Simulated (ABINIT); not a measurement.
# SnSe (Pnma): zone-centre phonons

Aim: the zone-centre modes of SnSe (Pnma).

Calculated with ABINIT 10.8.3; DFT LDA, scalar-relativistic, plane waves, HGH norm-conserving pseudopotentials.

Most raw output is cut from this account.

The database entry behind the starting cell differs from later determinations by our own check (an axis about 0.9 % long against later determinations), so it need not match the best structure at ambient conditions.

## Step 1: Starting point

The structure is orthorhombic, space group Pnma (No. 62). The conventional cell has a = 11.570 Å, b = 4.190 Å, c = 4.460 Å, α = 90.00°, β = 90.00°, γ = 90.00°. Nearest to Sn lie 5 Se at 2.77 to 3.35 Å. Nearest to Se lie 5 Sn at 2.77 to 3.35 Å. Farther neighbours and most contacts between anions are not listed.

## Step 2: A first look

A first run with smearing and empty bands tells whether the crystal has a gap, which decides between fixed occupations and smearing later on.

Contents of probe.abi:

```
# ground state
tolvrs 1.0d-08
prtden 1
prtwf 1

# basis, mesh and filling
ecut 20.0
ixc 7
ngkpt 2 4 4
nshiftk 1
shiftk 0.0 0.0 0.0
istwfk *1
occopt 7
tsmear 0.005
nband 29
nstep 100
diemac 9.0
prtebands 0
prtgsr 0
useylm 1

# cell and atoms
acell 3*1.0 Angstrom
rprim 
    11.57 0.0 0.0
    0.0 4.19 0.0
    0.0 0.0 4.46
ntypat 2
znucl 50 34
natom 8
typat 1 1 1 1 2 2 2 2
xred 
    0.1180000000 0.25 0.1030000000
    0.8820000000 0.75 0.8970000000
    0.3820000000 0.75 0.6030000000
    0.6180000000 0.25 0.3970000000
    0.8550000000 0.25 0.4790000000
    0.1450000000 0.75 0.5210000000
    0.6450000000 0.75 0.9790000000
    0.3550000000 0.25 0.0210000000
pp_dirpath "./pseudo"
pseudos "Sn.hgh, Se.hgh"
```

Launch:

```bash
OMP_NUM_THREADS=1 mpirun -n 16 abinit probe.abi > probe.log
```

Elapsed: 13 s, on 16 MPI ranks of Arm Neoverse V1, shared host; 3.5 min of CPU time.

This step gave:

```yaml
volume_per_atom: 27.03 Å³
pressure: -3.922 GPa
gap_on_the_k_mesh: 0.8931 eV
```

A gap of 0.89 eV opens on this mesh, so the crystal is taken as an insulator; the printed pressure holds the stress of the finite basis too.

## Step 3: Relaxing the cell and atoms

The harmonic expansion needs vanishing forces, and a free crystal bears no stress, so cell and atoms are brought to rest. Stress is more sensitive to the basis than forces are: the last 3 Ha under the cutoff are smoothed with ecutsm, and the cutoff is raised above that of the later runs.

Contents of relax.abi:

```
# relaxation
ionmov 2
optcell 2
dilatmx 1.08
ntime 40
tolmxf 1.0d-05
tolvrs 1.0d-14
prtwf 0
prtden 0
chksymtnons 0

# basis, mesh and filling
ecut 26.0
ecutsm 3.0
ixc 7
ngkpt 2 6 6
nshiftk 1
shiftk 0.0 0.0 0.0
istwfk *1
occopt 1
nband 20
nstep 100
diemac 9.0
prtebands 0
prtgsr 0
useylm 1

# cell and atoms
acell 3*1.0 Angstrom
rprim 
    11.57 0.0 0.0
    0.0 4.19 0.0
    0.0 0.0 4.46
ntypat 2
znucl 50 34
natom 8
typat 1 1 1 1 2 2 2 2
xred 
    0.1180000000 0.25 0.1030000000
    0.8820000000 0.75 0.8970000000
    0.3820000000 0.75 0.6030000000
    0.6180000000 0.25 0.3970000000
    0.8550000000 0.25 0.4790000000
    0.1450000000 0.75 0.5210000000
    0.6450000000 0.75 0.9790000000
    0.3550000000 0.25 0.0210000000
pp_dirpath "./pseudo"
pseudos "Sn.hgh, Se.hgh"
```

Launch:

```bash
OMP_NUM_THREADS=1 mpirun -n 16 abinit relax.abi > relax.log
```

Wall time 16 min (16 MPI ranks).

The steps of the relaxation (22 of 38):

| step | energy less that of the first step (eV) | largest force (eV/Å) | volume (Å³) |
| --- | --- | --- | --- |
| 1 | 0.0000 | 0.2696 | 216.21 |
| 3 | -0.1200 | 0.1267 | 204.68 |
| 5 | -0.1231 | 0.0703 | 205.41 |
| 6 | -0.1262 | 0.0270 | 204.97 |
| 8 | -0.1286 | 0.0242 | 203.32 |
| 10 | -0.1294 | 0.0159 | 202.59 |
| 12 | -0.1298 | 0.0124 | 202.62 |
| 13 | -0.1299 | 0.0114 | 202.71 |
| 15 | -0.1300 | 0.0092 | 202.83 |
| 17 | -0.1301 | 0.0087 | 202.73 |
| 19 | -0.1301 | 0.0071 | 202.63 |
| 20 | -0.1301 | 0.0065 | 202.60 |
| 22 | -0.1301 | 0.0060 | 202.52 |
| 24 | -0.1302 | 0.0042 | 202.59 |
| 26 | -0.1302 | 0.0026 | 202.64 |
| 27 | -0.1302 | 0.0027 | 202.65 |
| 29 | -0.1302 | 0.0027 | 202.67 |
| 31 | -0.1302 | 0.0029 | 202.64 |
| 33 | -0.1302 | 0.0011 | 202.58 |
| 34 | -0.1302 | 0.0012 | 202.58 |
| 36 | -0.1302 | 0.0011 | 202.58 |
| 38 | -0.1302 | 0.0005 | 202.59 |

| conventional cell, symmetrised | before | after | change |
| --- | --- | --- | --- |
| a (Å) | 11.570 | 11.344 | -2.0 % |
| b (Å) | 4.190 | 4.103 | -2.1 % |
| c (Å) | 4.460 | 4.352 | -2.4 % |
| volume (Å³/atom) | 27.03 | 25.32 | -6.3 % |

The atoms that moved most (Å, as changes of fractional coordinates times the final cell):

| atom | dx | dy | dz | length |
| --- | --- | --- | --- | --- |
| Se7 | -0.020 | 0.000 | 0.001 | 0.020 |
| Se5 | 0.020 | 0.000 | 0.001 | 0.020 |
| Se8 | 0.020 | 0.000 | -0.001 | 0.020 |
| Se6 | -0.020 | 0.000 | -0.001 | 0.020 |
| Sn1 | 0.001 | 0.000 | -0.015 | 0.015 |
| Sn3 | -0.001 | 0.000 | -0.015 | 0.015 |
| Sn2 | -0.001 | 0.000 | 0.015 | 0.015 |
| Sn4 | 0.001 | 0.000 | 0.015 | 0.015 |

Read from the output:

| Property | Result |
| --- | --- |
| volume per atom | 25.32 Å³ |
| pressure | 0.002242 GPa |

The volume changes by -6.3 % in this run and stands -6.3 % from the first cell.

## Step 4: Ground state

The response is built on these wavefunctions, so the potential is converged far more tightly than an energy would need. The mesh is shifted off Γ, since shifted meshes converge sums over the zone faster.

Contents of gs.abi:

```
# ground state
tolvrs 1.0d-16
prtden 1
prtwf 1

# basis, mesh and filling
ecut 20.0
ixc 7
ngkpt 2 6 6
nshiftk 1
shiftk 0.5 0.5 0.5
istwfk *1
occopt 1
nband 20
nstep 100
diemac 9.0
prtebands 0
prtgsr 0
useylm 1

# cell and atoms
acell 3*1.0 Angstrom
rprim 
    11.34351524 0.0 0.0
    0.0 4.103362001 0.0
    0.0 0.0 4.352363945
ntypat 2
znucl 50 34
natom 8
typat 1 1 1 1 2 2 2 2
xred 
    0.1180926143 0.25 0.0994597563
    0.8819073857 0.75 0.9005402437
    0.3819073857 0.75 0.5994597563
    0.6180926143 0.25 0.4005402437
    0.8567225818 0.25 0.4791790328
    0.1432774182 0.75 0.5208209672
    0.6432774182 0.75 0.9791790328
    0.3567225818 0.25 0.0208209672
pp_dirpath "./pseudo"
pseudos "Sn.hgh, Se.hgh"
```

Launch:

```bash
OMP_NUM_THREADS=1 mpirun -n 16 abinit gs.abi > gs.log
```

It took 7.8 s on 16 MPI ranks.

This step gave:

```
pressure : -0.9615 GPa
```

The cell stands at -0.96 GPa: the relaxation ran with a smoothed and higher cutoff and on another k mesh.

## Step 5: The gap at rest

Empty bands on the ground state's density check that the gap assumed so far is there in this cell.

Contents of gap.abi:

```
# empty bands on the ground state's density
iscf -2
getden_filepath "gso_DEN"
tolwfr 1.0d-12
nbdbuf 2
prtwf 0

# basis, mesh and filling
ecut 20.0
ixc 7
ngkpt 2 6 6
nshiftk 1
shiftk 0.0 0.0 0.0
istwfk *1
occopt 1
nband 24
nstep 100
diemac 9.0
prtebands 0
prtgsr 0
useylm 1

# cell and atoms
acell 3*1.0 Angstrom
rprim 
    11.34351524 0.0 0.0
    0.0 4.103362001 0.0
    0.0 0.0 4.352363945
ntypat 2
znucl 50 34
natom 8
typat 1 1 1 1 2 2 2 2
xred 
    0.1180926143 0.25 0.0994597563
    0.8819073857 0.75 0.9005402437
    0.3819073857 0.75 0.5994597563
    0.6180926143 0.25 0.4005402437
    0.8567225818 0.25 0.4791790328
    0.1432774182 0.75 0.5208209672
    0.6432774182 0.75 0.9791790328
    0.3567225818 0.25 0.0208209672
pp_dirpath "./pseudo"
pseudos "Sn.hgh, Se.hgh"
```

Launch:

```bash
OMP_NUM_THREADS=1 mpirun -n 16 abinit gap.abi > gap.log
```

Run time: 10 s. Hardware: 16 MPI ranks; 2.7 min of CPU time.

Numbers from this step:

| Item | Value |
| --- | --- |
| gap on the k-mesh | 0.3867 eV |

In this cell the gap on the mesh is 0.39 eV, indirect (smallest direct 0.58 eV), so fixed occupations hold.

## Step 6: Zone-centre response

The derivative of the wavefunctions by k comes first, since the response to a field is built on it; then the field and the displacements that symmetry doesn't supply are solved at q = 0.

It reads the wavefunctions written in step 4.

Contents of dfpt_gamma.abi:

```
ndtset 2

# common to the responses
getwfk_filepath "gso_WFK"
kptopt 2
nqpt 1
qpt 0.0 0.0 0.0
asr 0
chneut 0

# d/dk
rfelfd1 2
rfdir1 1 1 1
iscf1 -3
tolwfr1 1.0d-20

# displacements, field
rfphon2 1
rfatpol2 1 8
rfdir2 1 1 1
rfelfd2 3
getddk2 1
tolvrs2 1.0d-10
prtwf2 0

# basis, mesh and filling
ecut 20.0
ixc 7
ngkpt 2 6 6
nshiftk 1
shiftk 0.5 0.5 0.5
istwfk *1
occopt 1
nband 20
nstep 100
diemac 9.0
prtebands 0
prtgsr 0
useylm 1

# cell and atoms
acell 3*1.0 Angstrom
rprim 
    11.34351524 0.0 0.0
    0.0 4.103362001 0.0
    0.0 0.0 4.352363945
ntypat 2
znucl 50 34
natom 8
typat 1 1 1 1 2 2 2 2
xred 
    0.1180926143 0.25 0.0994597563
    0.8819073857 0.75 0.9005402437
    0.3819073857 0.75 0.5994597563
    0.6180926143 0.25 0.4005402437
    0.8567225818 0.25 0.4791790328
    0.1432774182 0.75 0.5208209672
    0.6432774182 0.75 0.9791790328
    0.3567225818 0.25 0.0208209672
pp_dirpath "./pseudo"
pseudos "Sn.hgh, Se.hgh"
```

Launch:

```bash
OMP_NUM_THREADS=1 mpirun -n 16 abinit dfpt_gamma.abi > dfpt_gamma.log
```

Elapsed: 3.1 min, on 16 MPI ranks; 50 min of CPU time.

Numbers from this step:

```
miss of the charge sum rule                                       : 2.392 e
largest acoustic frequency at the zone centre before the sum rule : 2.37 cm⁻¹
highest optical zone-centre mode (no LO-TO term)                  : 180.7 cm⁻¹
lowest optical zone-centre mode                                   : 32.12 cm⁻¹
mean high-frequency dielectric constant                           : 21.02
largest Born charge in size (third of the trace)                  : 4.138 e
```

Born charge (rows field, columns displacement), before the sum rule (e), principal values of the symmetric part by kind of site:

| atom | atoms with these values | low | middle | high | mean |
| --- | --- | --- | --- | --- | --- |
| Sn1 | 4 | 3.54 | 4.20 | 4.68 | 4.14 |
| Se5 | 4 | -4.78 | -4.16 | -3.04 | -3.99 |

In full for Se5:

```
-3.24  0.00 -0.23
 0.00 -4.78  0.00
-0.63  0.00 -3.96
```

High-frequency dielectric tensor:

```
14.23  0.00  0.00
 0.00 26.15  0.00
 0.00  0.00 22.68
```

The acoustic modes at Γ come out as far as 2.4 cm⁻¹ from zero, where they should vanish, a small numerical error; the Born charges miss their sum rule by 2.4 e, too much: mesh or cutoff is short for the field response.

## Step 7: Modes with the sum rule

anaddb reads the merged derivatives, imposes the acoustic sum rule and charge neutrality, and adds the LO-TO term along chosen directions.

Contents of anaddb.abi:

```
ddb_filepath "gamma_DDB"
output_file "anaddb.abo"
outdata_prefix "anaddb"
asr 1
chneut 1
enunit 2
eivec 1
nph1l 1
qph1l 0.0 0.0 0.0 1.0
dieflag 1
nph2l 3
qph2l 
    1.0 0.0 0.0 0.0
    0.0 0.0 1.0 0.0
    1.0 1.0 1.0 0.0
```

Contents of mrgddb.in:

```
gamma_DDB
merged
2
dfpt_gammao_DS2_DDB
gso_DDB
```

Launch:

```bash
mrgddb < mrgddb.in > mrgddb.log
OMP_NUM_THREADS=1 anaddb anaddb.abi > anaddb.log
```

It took 0.52 s on 1 thread.

This step gave:

| Property | Result |
| --- | --- |
| lowest optical zone-centre mode | 32.04 cm⁻¹ |
| mean static dielectric constant | 48.71 |
| highest mode moved by the LO-TO term | 186.3 cm⁻¹ |

No LO-TO term; unit eigenvectors of the mass-weighted matrix, from anaddb's displacements. Modes at Γ, with each element's share of the kinetic energy:

| mode | frequency (cm⁻¹) | Sn % | Se % |
| --- | --- | --- | --- |
| 1 | 0.0 | 60 | 40 |
| 2 | 0.0 | 60 | 40 |
| 3 | 0.0 | 60 | 40 |
| 4 | 32.0 | 61 | 39 |
| 5 | 32.4 | 73 | 27 |
| 6 | 47.5 | 84 | 16 |
| 7 | 54.4 | 76 | 24 |
| 8 | 54.8 | 83 | 17 |
| 9 | 62.0 | 64 | 36 |
| 10 | 65.1 | 59 | 41 |
| 11 | 67.7 | 76 | 24 |
| 12 | 76.9 | 66 | 34 |
| 13 | 100.3 | 40 | 60 |
| 14 | 111.9 | 39 | 61 |
| 15 | 127.2 | 16 | 84 |
| 16 | 128.6 | 39 | 61 |
| 17 | 129.1 | 43 | 57 |
| 18 | 134.9 | 17 | 83 |
| 19 | 135.1 | 36 | 64 |
| 20 | 144.6 | 25 | 75 |
| 21 | 148.4 | 23 | 77 |
| 22 | 150.9 | 32 | 68 |
| 23 | 152.6 | 31 | 69 |
| 24 | 180.7 | 37 | 63 |

Displacements in mode 4 (32.0 cm⁻¹), the largest set to 1:
```
Sn1  0.00  1.00  0.00
Sn2  0.00 -1.00  0.00
Sn3  0.00  1.00  0.00
Sn4  0.00 -1.00  0.00
Se5  0.00 -0.98  0.00
Se6  0.00  0.98  0.00
Se7  0.00 -0.98  0.00
Se8  0.00  0.98  0.00
```

Displacements in mode 11 (67.7 cm⁻¹), the largest set to 1:
```
Sn1  0.05  0.00  1.00
Sn2 -0.05  0.00 -1.00
Sn3  0.05  0.00 -1.00
Sn4 -0.05  0.00  1.00
Se5 -0.07  0.00 -0.68
Se6  0.07  0.00  0.68
Se7 -0.07  0.00  0.68
Se8  0.07  0.00 -0.68
```

Static dielectric tensor (ions relaxed, fixed cell):

```
30.28  0.00  0.00
 0.00 71.73  0.00
 0.00  0.00 44.13
```

Before neutrality was imposed the Born charges missed it by 2.4 e, so ε₀, the LO modes and the intensities above are not converged in mesh or cutoff.

## Step 8: Summary of results

```
space group after relaxation                                                            : Pnma
volume per atom                                                                         : 25.3 Å³
highest optical zone-centre mode (no LO-TO term)                                        : 180.7 cm⁻¹
lowest optical zone-centre mode                                                         : 32.0 cm⁻¹
highest mode moved by the LO-TO term (probably not converged in the k mesh)             : 186.3 cm⁻¹
mean high-frequency dielectric constant (probably not converged in the k mesh)          : 21.0
largest Born charge in size (third of the trace) (probably not converged in the k mesh) : 4.14 e
mean static dielectric constant (probably not converged in the k mesh)                  : 48.7
imaginary optical modes at the zone centre (no q mesh in this session)                  : none
```

In words: At the LDA level the optical modes of SnSe (Pnma) at the zone centre (no LO-TO term) run from 32 to 181 cm⁻¹. The base run prints -0.96 GPa, mostly the error of a finite basis; the relaxation, with a smoothed and higher cutoff, had brought the cell to rest. Along the directions run, the highest mode that the macroscopic field moves lies at 186 cm⁻¹. Lattice motion raises the mean dielectric constant from 21.02 to 48.71. The Born charges miss their sum rule by 2.4 e, a sign that the k mesh or the cutoff is short for the field response. ε∞, the Born charges and what follows from them are probably not converged in the k mesh. These are harmonic frequencies at zero temperature: anharmonic shifts and linewidths and thermal expansion are left out. The HGH files keep few electrons and have no core correction, which is cheap but rough for Sn. The relaxed cell is 6 % smaller in volume than the measured one, and all results belong to that cell.

[Host names and launcher messages were left out of these logs when they were recorded.]

[Logs are printed without paths, hosts, clocks, repeated set-up lines and the standing remarks that a program may print on its own settings, such as how far it seeks lower states.]

[Hosts, paths, dates, database ids (printed as entryN), source tags and the programs' standing remarks are cut or masked in the printed files.]
